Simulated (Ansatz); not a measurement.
# Work function of Re(0001): what the settings cost and change

How thick a slab and how much vacuum does the work function of Re(0001) need?

Program: Ansatz 0.2.0. Level of theory: plane-wave DFT, PBE, Ansatz PAW. Results are calculated unless marked as measured.

**Measured values to reproduce.**

For Re (clean (0001) face, a compiled value), “Anisotropic work function of elemental crystals” (2019, arxiv:1902.07811) quotes earlier work: work function (clean (0001) face, a compiled value) 5.15 eV.

This is a report of a sequence of runs, with most program output left out.

## Step 1: Starting point

The cell holds 1 atom: 1 Re. Its edges and angles: a = 2.760 Å, b = 2.760 Å, c = 18.000 Å, α = 90.0°, β = 90.0°, γ = 60.0°. Vacuum lies along c.

## Step 2: Slab, setting 1 layer

A work function rests on the faint tail of the density, so the SCF threshold is tight. The slab grows from one layer, at fixed mesh and 18 Å of vacuum; then the vacuum is varied on one slab.

The input, input.yaml:

```yaml
crystal:
  lattice:
    - [2.76, 0.0, 0.0]
    - [1.38, 2.3902301144, 0.0]
    - [0.0, 0.0, 18.0]
  atoms:
    - { symbol: Re, position: [0.6666666667, 0.6666666667, 0.5] }
kpoints:
  mp_grid: { grid: [17, 17, 1] }
hamiltonian:
  xc: pbe
scf:
  occupations: { method: fermi_dirac, width: 0.1 }
  convergence: { dr2_threshold: 1.0e-09 }
efield:
  axis: 3
  dipole_correction: true
  ramp_position: 0.97
  ramp_width: 0.06
output:
  write_potential: true
  write_density: true
  volumetric_format: npy
  elf: true
```

The run is started by

```sh
> ansatz run input.yaml --threads 2 --pin off --max-ram 3072MiB --backend cpu --events-out ev --progress --plain --runs-dir out
```

Wall time 3.1 s (2 threads of Arm Neoverse V2, shared host); peak memory 0.37 GiB.

Numbers from this step:

```yaml
energy_at_zero_smearing: -10865.1325 eV
work_function_upper_face: 5.685 eV
```

Running mean over 2.2287 Å of the planar mean; the ramp of the sawtooth is left out. The electron's electrostatic potential energy less the Fermi level by z:

```csv
z (Å),electron's electrostatic potential energy less the Fermi level (eV)
2.88,5.69
3.31,5.69
3.74,5.69
4.18,5.68
4.61,5.68
5.04,5.68
5.47,5.66
5.90,5.60
6.19,5.51
6.62,5.12
7.06,3.93
7.49,0.581
7.92,-4.85
8.35,-10.00
8.78,-12.6
9.22,-12.6
9.65,-10.00
10.08,-4.85
10.51,0.581
10.94,3.93
11.38,5.12
11.81,5.51
12.10,5.60
12.53,5.66
12.96,5.68
13.39,5.68
13.82,5.68
14.26,5.69
14.69,5.69
15.12,5.69
```

Electrostatic potential energy in the ca plane at fractional y = 0.667, with atoms of Re within 0.2 Å of it. With pseudopotentials it is smooth inside the atoms' cores, unlike the true potential.

Values in eV, 5 rows by 16 columns, each cell a mean:
```
  4   4   4   4   4   4   2 -28 -36   0   4   4   4   4   4   4
  4   4   4   4   4   4   1 -36 -44  -1   4   4   4   4   4   4
  4   4   4   4   4   4   2 -27 -35   0   4   4   4   4   4   4
  4   4   4   4   4   4   3  -5  -8   2   4   4   4   4   4   4
  4   4   4   4   4   4   3  -5  -7   2   4   4   4   4   4   4
```
Columns run along c (18.0 Å; values clipped at the 3rd and 97th percentile), rows up along a (2.8 Å). Atoms in or near the plane, at fractional coordinates: Re at (0.50, 0.67).

ELF in the ca plane at fractional y = 0.667, with atoms of Re within 0.2 Å of it. It is the smooth field of the valence electrons, not physical close to the nuclei.

Ten even steps from '0' (0.00) to '9' (0.71), each cell a mean:
```
00000000000000001233488633210000000000000000
00000000000000001233798953310000000000000000
00000000000000001234886963310000000000000000
00000000000000001233799943210000000000000000
00000000000000001233367533310000000000000000
00000000000000001244444444310000000000000000
00000000000000001245555555310000000000000000
00000000000000001234344344310000000000000000
```
Columns run along c (18.0 Å), rows up along a (2.8 Å). Atoms in or near the plane, at fractional coordinates: Re at (0.50, 0.67).

Valence density in the ca plane at fractional y = 0.667, with atoms of Re within 0.2 Å of it. It is the smooth field of the valence electrons, not physical close to the nuclei.

Ten steps, logarithmic in the rise over the least value, from '0' (0.0 e/Å³) to '9' (6.8 e/Å³), each cell a mean:
```
00000000000000000013588742100000000000000000
00000000000000000013799852100000000000000000
00000000000000000014799962100000000000000000
00000000000000000013799852100000000000000000
00000000000000000012577632100000000000000000
00000000000000000012345431000000000000000000
00000000000000000012344321000000000000000000
00000000000000000012355431000000000000000000
```
Columns run along c (18.0 Å), rows up along a (2.8 Å). Atoms in or near the plane, at fractional coordinates: Re at (0.50, 0.67).

The work function is 5.685 eV.

## Step 3: Slab, 2 atoms

System of this step: Re(0001). The cell holds 2 atoms: 2 Re. Its edges and angles: a = 2.760 Å, b = 2.760 Å, c = 20.229 Å, α = 90.0°, β = 90.0°, γ = 60.0°. Vacuum lies along c.

input.yaml, the sections that differ from step 2:

```yaml
crystal:
  lattice:
    - [2.76, 0.0, 0.0]
    - [1.38, 2.3902301144, 0.0]
    - [0.0, 0.0, 20.2287]
  atoms:
    - { symbol: Re, position: [0.6666666667, 0.6666666667, 0.4449124264] }
    - { symbol: Re, position: [0.0, 0.0, 0.5550875736] }
output:
  write_potential: true
  write_density: true
  volumetric_format: npy
# kpoints, hamiltonian, scf, efield: as in step 2
```

The job ended after 5 s (2 threads; peak memory 0.37 GiB).

The work function is 5.139 eV, -0.547 eV from the run “1 layer”, at 1.7 times its CPU time.

## Step 4: Slab, 3 atoms

System of this step: Re(0001). The cell holds 3 atoms: 3 Re. Cell: a = 2.760 Å, b = 2.760 Å, c = 22.457 Å, α = 90.0°, β = 90.0°, γ = 60.0°. Vacuum lies along c.

input.yaml, the sections that differ from step 3:

```yaml
crystal:
  lattice:
    - [2.76, 0.0, 0.0]
    - [1.38, 2.3902301144, 0.0]
    - [0.0, 0.0, 22.4574]
  atoms:
    - { symbol: Re, position: [0.0, 0.0, 0.4007587699] }
    - { symbol: Re, position: [0.6666666667, 0.6666666667, 0.5] }
    - { symbol: Re, position: [0.0, 0.0, 0.5992412301] }
# kpoints, hamiltonian, scf, efield, output: as in step 3
```

Wall time 8.2 s (2 threads); peak memory 0.42 GiB.

The work function is 5.108 eV, -0.031 eV from the run “2 layers”, at 1.6 times its CPU time.

## Step 5: Run, 4 atoms

System of this step: Re(0001). The cell holds 4 atoms: 4 Re. Cell: a = 2.760 Å, b = 2.760 Å, c = 24.686 Å, α = 90.0°, β = 90.0°, γ = 60.0°. Vacuum lies along c.

input.yaml, the sections that differ from step 4:

```yaml
crystal:
  lattice:
    - [2.76, 0.0, 0.0]
    - [1.38, 2.3902301144, 0.0]
    - [0.0, 0.0, 24.6861]
  atoms:
    - { symbol: Re, position: [0.6666666667, 0.6666666667, 0.3645776368] }
    - { symbol: Re, position: [0.0, 0.0, 0.4548592123] }
    - { symbol: Re, position: [0.6666666667, 0.6666666667, 0.5451407877] }
    - { symbol: Re, position: [0.0, 0.0, 0.6354223632] }
# kpoints, hamiltonian, scf, efield, output: as in step 4
```

Wall time 12 s (2 threads); peak memory 0.47 GiB.

The work function is 5.050 eV, -0.058 eV from the run “3 layers”, at 1.5 times its CPU time.

## Step 6: Run, 5 atoms

System of this step: Re(0001). The cell holds 5 atoms: 5 Re. Cell: a = 2.760 Å, b = 2.760 Å, c = 26.915 Å, α = 90.0°, β = 90.0°, γ = 60.0°. Vacuum lies along c.

input.yaml, the sections that differ from step 5:

```yaml
crystal:
  lattice:
    - [2.76, 0.0, 0.0]
    - [1.38, 2.3902301144, 0.0]
    - [0.0, 0.0, 26.9148]
  atoms:
    - { symbol: Re, position: [0.0, 0.0, 0.3343885149] }
    - { symbol: Re, position: [0.6666666667, 0.6666666667, 0.4171942574] }
    - { symbol: Re, position: [0.0, 0.0, 0.5] }
    - { symbol: Re, position: [0.6666666667, 0.6666666667, 0.5828057426] }
    - { symbol: Re, position: [0.0, 0.0, 0.6656114851] }
# kpoints, hamiltonian, scf, efield, output: as in step 5
```

It took 16 s on 2 threads; peak memory 0.53 GiB.

The work function is 5.043 eV, -0.007 eV from the run “4 layers”, at 1.3 times its CPU time.

## Step 7: Slab, 6 atoms

System of this step: Re(0001). The cell holds 6 atoms: 6 Re. Cell: a = 2.760 Å, b = 2.760 Å, c = 29.143 Å, α = 90.0°, β = 90.0°, γ = 60.0°. Vacuum lies along c.

input.yaml, the sections that differ from step 6:

```yaml
crystal:
  lattice:
    - [2.76, 0.0, 0.0]
    - [1.38, 2.3902301144, 0.0]
    - [0.0, 0.0, 29.1435]
  atoms:
    - { symbol: Re, position: [0.6666666667, 0.6666666667, 0.3088167173] }
    - { symbol: Re, position: [0.0, 0.0, 0.3852900304] }
    - { symbol: Re, position: [0.6666666667, 0.6666666667, 0.4617633435] }
    - { symbol: Re, position: [0.0, 0.0, 0.5382366565] }
    - { symbol: Re, position: [0.6666666667, 0.6666666667, 0.6147099696] }
    - { symbol: Re, position: [0.0, 0.0, 0.6911832827] }
# kpoints, hamiltonian, scf, efield, output: as in step 6
```

Run time: 20 s. Hardware: 2 threads; peak memory 0.62 GiB.

The work function is 5.031 eV, -0.012 eV from the run “5 layers”, at 1.3 times its CPU time.

## Step 8: Run, 8 atoms

System of this step: Re(0001). The cell holds 8 atoms: 8 Re. Its edges and angles: a = 2.760 Å, b = 2.760 Å, c = 33.601 Å, α = 90.0°, β = 90.0°, γ = 60.0°. Vacuum lies along c.

input.yaml, the sections that differ from step 7:

```yaml
crystal:
  lattice:
    - [2.76, 0.0, 0.0]
    - [1.38, 2.3902301144, 0.0]
    - [0.0, 0.0, 33.6009]
  atoms:
    - { symbol: Re, position: [0.6666666667, 0.6666666667, 0.2678499683] }
    - { symbol: Re, position: [0.0, 0.0, 0.3341785488] }
    - { symbol: Re, position: [0.6666666667, 0.6666666667, 0.4005071293] }
    - { symbol: Re, position: [0.0, 0.0, 0.4668357098] }
    - { symbol: Re, position: [0.6666666667, 0.6666666667, 0.5331642902] }
    - { symbol: Re, position: [0.0, 0.0, 0.5994928707] }
    - { symbol: Re, position: [0.6666666667, 0.6666666667, 0.6658214512] }
    - { symbol: Re, position: [0.0, 0.0, 0.7321500317] }
# kpoints, hamiltonian, scf, efield, output: as in step 7
```

Run time: 34 s. Hardware: 2 threads; peak memory 0.8 GiB.

The work function is 5.029 eV, -0.002 eV from the run “6 layers”, at 1.8 times its CPU time.

## Step 9: Run, 10 atoms

System of this step: Re(0001). The cell holds 10 atoms: 10 Re. Cell: a = 2.760 Å, b = 2.760 Å, c = 38.058 Å, α = 90.0°, β = 90.0°, γ = 60.0°. Vacuum lies along c.

input.yaml, the sections that differ from step 8:

```yaml
crystal:
  lattice:
    - [2.76, 0.0, 0.0]
    - [1.38, 2.3902301144, 0.0]
    - [0.0, 0.0, 38.0583]
  atoms:
    - { symbol: Re, position: [0.6666666667, 0.6666666667, 0.2364792962] }
    - { symbol: Re, position: [0.0, 0.0, 0.2950394526] }
    - { symbol: Re, position: [0.6666666667, 0.6666666667, 0.353599609] }
    - { symbol: Re, position: [0.0, 0.0, 0.4121597654] }
    - { symbol: Re, position: [0.6666666667, 0.6666666667, 0.4707199218] }
    - { symbol: Re, position: [0.0, 0.0, 0.5292800782] }
    - { symbol: Re, position: [0.6666666667, 0.6666666667, 0.5878402346] }
    - { symbol: Re, position: [0.0, 0.0, 0.646400391] }
    - { symbol: Re, position: [0.6666666667, 0.6666666667, 0.7049605474] }
    - { symbol: Re, position: [0.0, 0.0, 0.7635207038] }
# kpoints, hamiltonian, scf, efield, output: as in step 8
```

Elapsed: 57 s, on 2 threads; peak memory 1 GiB; 1.9 min of CPU time.

The work function is 5.033 eV, +0.003 eV from the run “8 layers”, at 1.7 times its CPU time.

## Step 10: Run, 13 atoms

System of this step: Re(0001). The cell holds 13 atoms: 13 Re. Cell: a = 2.760 Å, b = 2.760 Å, c = 44.744 Å, α = 90.0°, β = 90.0°, γ = 60.0°. Vacuum lies along c.

input.yaml, the sections that differ from step 9:

```yaml
crystal:
  lattice:
    - [2.76, 0.0, 0.0]
    - [1.38, 2.3902301144, 0.0]
    - [0.0, 0.0, 44.7444]
  atoms:
    - { symbol: Re, position: [0.0, 0.0, 0.2011424893] }
    - { symbol: Re, position: [0.6666666667, 0.6666666667, 0.2509520744] }
    - { symbol: Re, position: [0.0, 0.0, 0.3007616596] }
    - { symbol: Re, position: [0.6666666667, 0.6666666667, 0.3505712447] }
    - { symbol: Re, position: [0.0, 0.0, 0.4003808298] }
    - { symbol: Re, position: [0.6666666667, 0.6666666667, 0.4501904149] }
    - { symbol: Re, position: [0.0, 0.0, 0.5] }
    - { symbol: Re, position: [0.6666666667, 0.6666666667, 0.5498095851] }
    - { symbol: Re, position: [0.0, 0.0, 0.5996191702] }
    - { symbol: Re, position: [0.6666666667, 0.6666666667, 0.6494287553] }
    - { symbol: Re, position: [0.0, 0.0, 0.6992383404] }
    - { symbol: Re, position: [0.6666666667, 0.6666666667, 0.7490479256] }
    - { symbol: Re, position: [0.0, 0.0, 0.7988575107] }
# kpoints, hamiltonian, scf, efield, output: as in step 9
```

The job ended after 1.7 min (2 threads; peak memory 1.4 GiB; 3.4 min of CPU time).

The work function is 5.033 eV, +0.001 eV from the run “10 layers”, at 1.8 times its CPU time.

## Step 11: Run, 7 atoms

System of this step: Re(0001). The cell holds 7 atoms: 7 Re. Its edges and angles: a = 2.760 Å, b = 2.760 Å, c = 23.372 Å, α = 90.0°, β = 90.0°, γ = 60.0°. Vacuum lies along c.

input.yaml, the sections that differ from step 10:

```yaml
crystal:
  lattice:
    - [2.76, 0.0, 0.0]
    - [1.38, 2.3902301144, 0.0]
    - [0.0, 0.0, 23.3722]
  atoms:
    - { symbol: Re, position: [0.0, 0.0, 0.2139293691] }
    - { symbol: Re, position: [0.6666666667, 0.6666666667, 0.3092862461] }
    - { symbol: Re, position: [0.0, 0.0, 0.404643123] }
    - { symbol: Re, position: [0.6666666667, 0.6666666667, 0.5] }
    - { symbol: Re, position: [0.0, 0.0, 0.595356877] }
    - { symbol: Re, position: [0.6666666667, 0.6666666667, 0.6907137539] }
    - { symbol: Re, position: [0.0, 0.0, 0.7860706309] }
# kpoints, hamiltonian, scf, efield, output: as in step 10
```

It took 23 s on 2 threads; peak memory 0.58 GiB; 46 s of CPU time.

The work function is 5.022 eV. The program marks this work function as in doubt.

## Step 12: Run, 7 atoms (run 2)

The cell differs from the one that the last finished run ended in (c 23.372 → 27.372 Å).

input.yaml, the sections that differ from step 11:

```yaml
crystal:
  lattice:
    - [2.76, 0.0, 0.0]
    - [1.38, 2.3902301144, 0.0]
    - [0.0, 0.0, 27.3722]
  atoms:
    - { symbol: Re, position: [0.0, 0.0, 0.2557339198] }
    - { symbol: Re, position: [0.6666666667, 0.6666666667, 0.3371559465] }
    - { symbol: Re, position: [0.0, 0.0, 0.4185779733] }
    - { symbol: Re, position: [0.6666666667, 0.6666666667, 0.5] }
    - { symbol: Re, position: [0.0, 0.0, 0.5814220267] }
    - { symbol: Re, position: [0.6666666667, 0.6666666667, 0.6628440535] }
    - { symbol: Re, position: [0.0, 0.0, 0.7442660802] }
# kpoints, hamiltonian, scf, efield, output: as in step 11
```

The job ended after 24 s (2 threads; peak memory 0.65 GiB; 48 s of CPU time).

The work function is 5.029 eV, +0.008 eV from the run “7 layers, 10 Å of vacuum”, at 1.0 times its CPU time.

## Step 13: Run, 7 atoms (run 3)

The cell differs from the one that the last finished run ended in (c 27.372 → 39.372 Å).

input.yaml, the sections that differ from step 12:

```yaml
crystal:
  lattice:
    - [2.76, 0.0, 0.0]
    - [1.38, 2.3902301144, 0.0]
    - [0.0, 0.0, 39.3722]
  atoms:
    - { symbol: Re, position: [0.0, 0.0, 0.3301822098] }
    - { symbol: Re, position: [0.6666666667, 0.6666666667, 0.3867881399] }
    - { symbol: Re, position: [0.0, 0.0, 0.4433940699] }
    - { symbol: Re, position: [0.6666666667, 0.6666666667, 0.5] }
    - { symbol: Re, position: [0.0, 0.0, 0.5566059301] }
    - { symbol: Re, position: [0.6666666667, 0.6666666667, 0.6132118601] }
    - { symbol: Re, position: [0.0, 0.0, 0.6698177902] }
# kpoints, hamiltonian, scf, efield, output: as in step 12
```

It took 36 s on 2 threads; peak memory 0.82 GiB.

The work function is 5.029 eV, -0.000 eV from the run “7 layers, 14 Å of vacuum”, at 1.5 times its CPU time.

## Step 14: The series together

Times are for 2 threads of Arm Neoverse V2, shared host. The series side by side:

```csv
no.,setting,"work function, upper face (eV)",time,memory (GiB)
1,1 layer,5.685,3.1 s,0.37
2,2 layers,5.139,5 s,0.37
3,3 layers,5.108,8.2 s,0.42
4,4 layers,5.050,12 s,0.47
5,5 layers,5.043,16 s,0.53
6,6 layers,5.031,20 s,0.62
7,8 layers,5.029,34 s,0.8
8,10 layers,5.033,57 s,1.0
9,13 layers,5.033,1.7 min,1.4
10,"7 layers, 10 Å of vacuum",5.022,23 s,0.58
11,"7 layers, 14 Å of vacuum",5.029,24 s,0.65
12,"7 layers, 26 Å of vacuum",5.029,36 s,0.82
```

## Step 15: A changed input

System of this step: Re(0001) monolayer. The cell holds 1 atom: 1 Re. Cell: a = 2.760 Å, b = 2.760 Å, c = 18.000 Å, α = 90.0°, β = 90.0°, γ = 60.0°. Vacuum lies along c.

An input spoilt on purpose, to show how the run answers: it repeats the earlier run “1 layer” with crystal.atoms[0].symbol from Re to REx, and scf.max_iter set to 50; its output block differs too.

input.yaml, the sections that differ from step 13:

```yaml
crystal:
  lattice:
    - [2.76, 0.0, 0.0]
    - [1.38, 2.3902301144, 0.0]
    - [0.0, 0.0, 18.0]
  atoms:
    - { symbol: REx, position: [0.6666666667, 0.6666666667, 0.5] }
scf:
  occupations: { method: fermi_dirac, width: 0.1 }
  convergence: { dr2_threshold: 1.0e-09 }
  max_iter: 50
# kpoints, hamiltonian, efield, output: as in step 13
```

Run time: 0.01 s. Hardware: 2 threads; peak memory 0.06 GiB.

The input was rejected at the start.

The program's message: “Error: YAML parse error: error: line 7 column 17: `REx` is not an element symbol (H … Og, case-exact)”

The fault put into the input: an unknown element.

## Step 16: Outcome

```yaml
work_function_1_layer: 5.685 eV
work_function_6_layers: 5.031 eV
work_function_13_layers: 5.033 eV
work_function_7_layers_10_a_of_vacuum: 5.022 eV
```

What this shows: The thickest slab gives 5.03 eV, and the settings tried spread the value from 5.02 to 5.69 eV. At 18 Å of vacuum, the slabs from 4 layers on stay within 0.02 eV of the thickest. Going from 10 to 26 Å of vacuum moves it by 0.008 eV. The program marks the value as in doubt in “7 layers, 10 Å of vacuum”. The ladder's slabs use the tabulated experimental lattice constant (two decimals; a low-temperature value for the alkali metals). In 1 run of the series (7 layers, 10 Å of vacuum) the program warns that electrons reach the sawtooth's ramp, which makes dipole and work function less sure.

Calculation against experiment:

| quantity | measured | 13 layers |
| --- | --- | --- |
| work function (clean (0001) face, a compiled value) (eV) | 5.15 | 5.03 (-0.12 eV) |

Measured values from arxiv:1902.07811 (2019).

**Verdict.** The work function is off by -0.12 eV: good agreement. The grades are ours: good and fair within 3 and 7 % for the work function. No cell relaxation is part of this session.

[Logs are printed without paths, hosts, clocks, repeated set-up lines and the standing remarks that a program may print on its own settings, such as how far it seeks lower states.]

[Hosts, paths, dates, database ids (printed as entryN), source tags and the programs' standing remarks are cut or masked in the printed files.]

[Maps of the electrostatic potential energy from Ansatz leave out the sawtooth potential of an applied field or a dipole correction, so their vacuum need not be flat; planar profiles and work functions include it.]
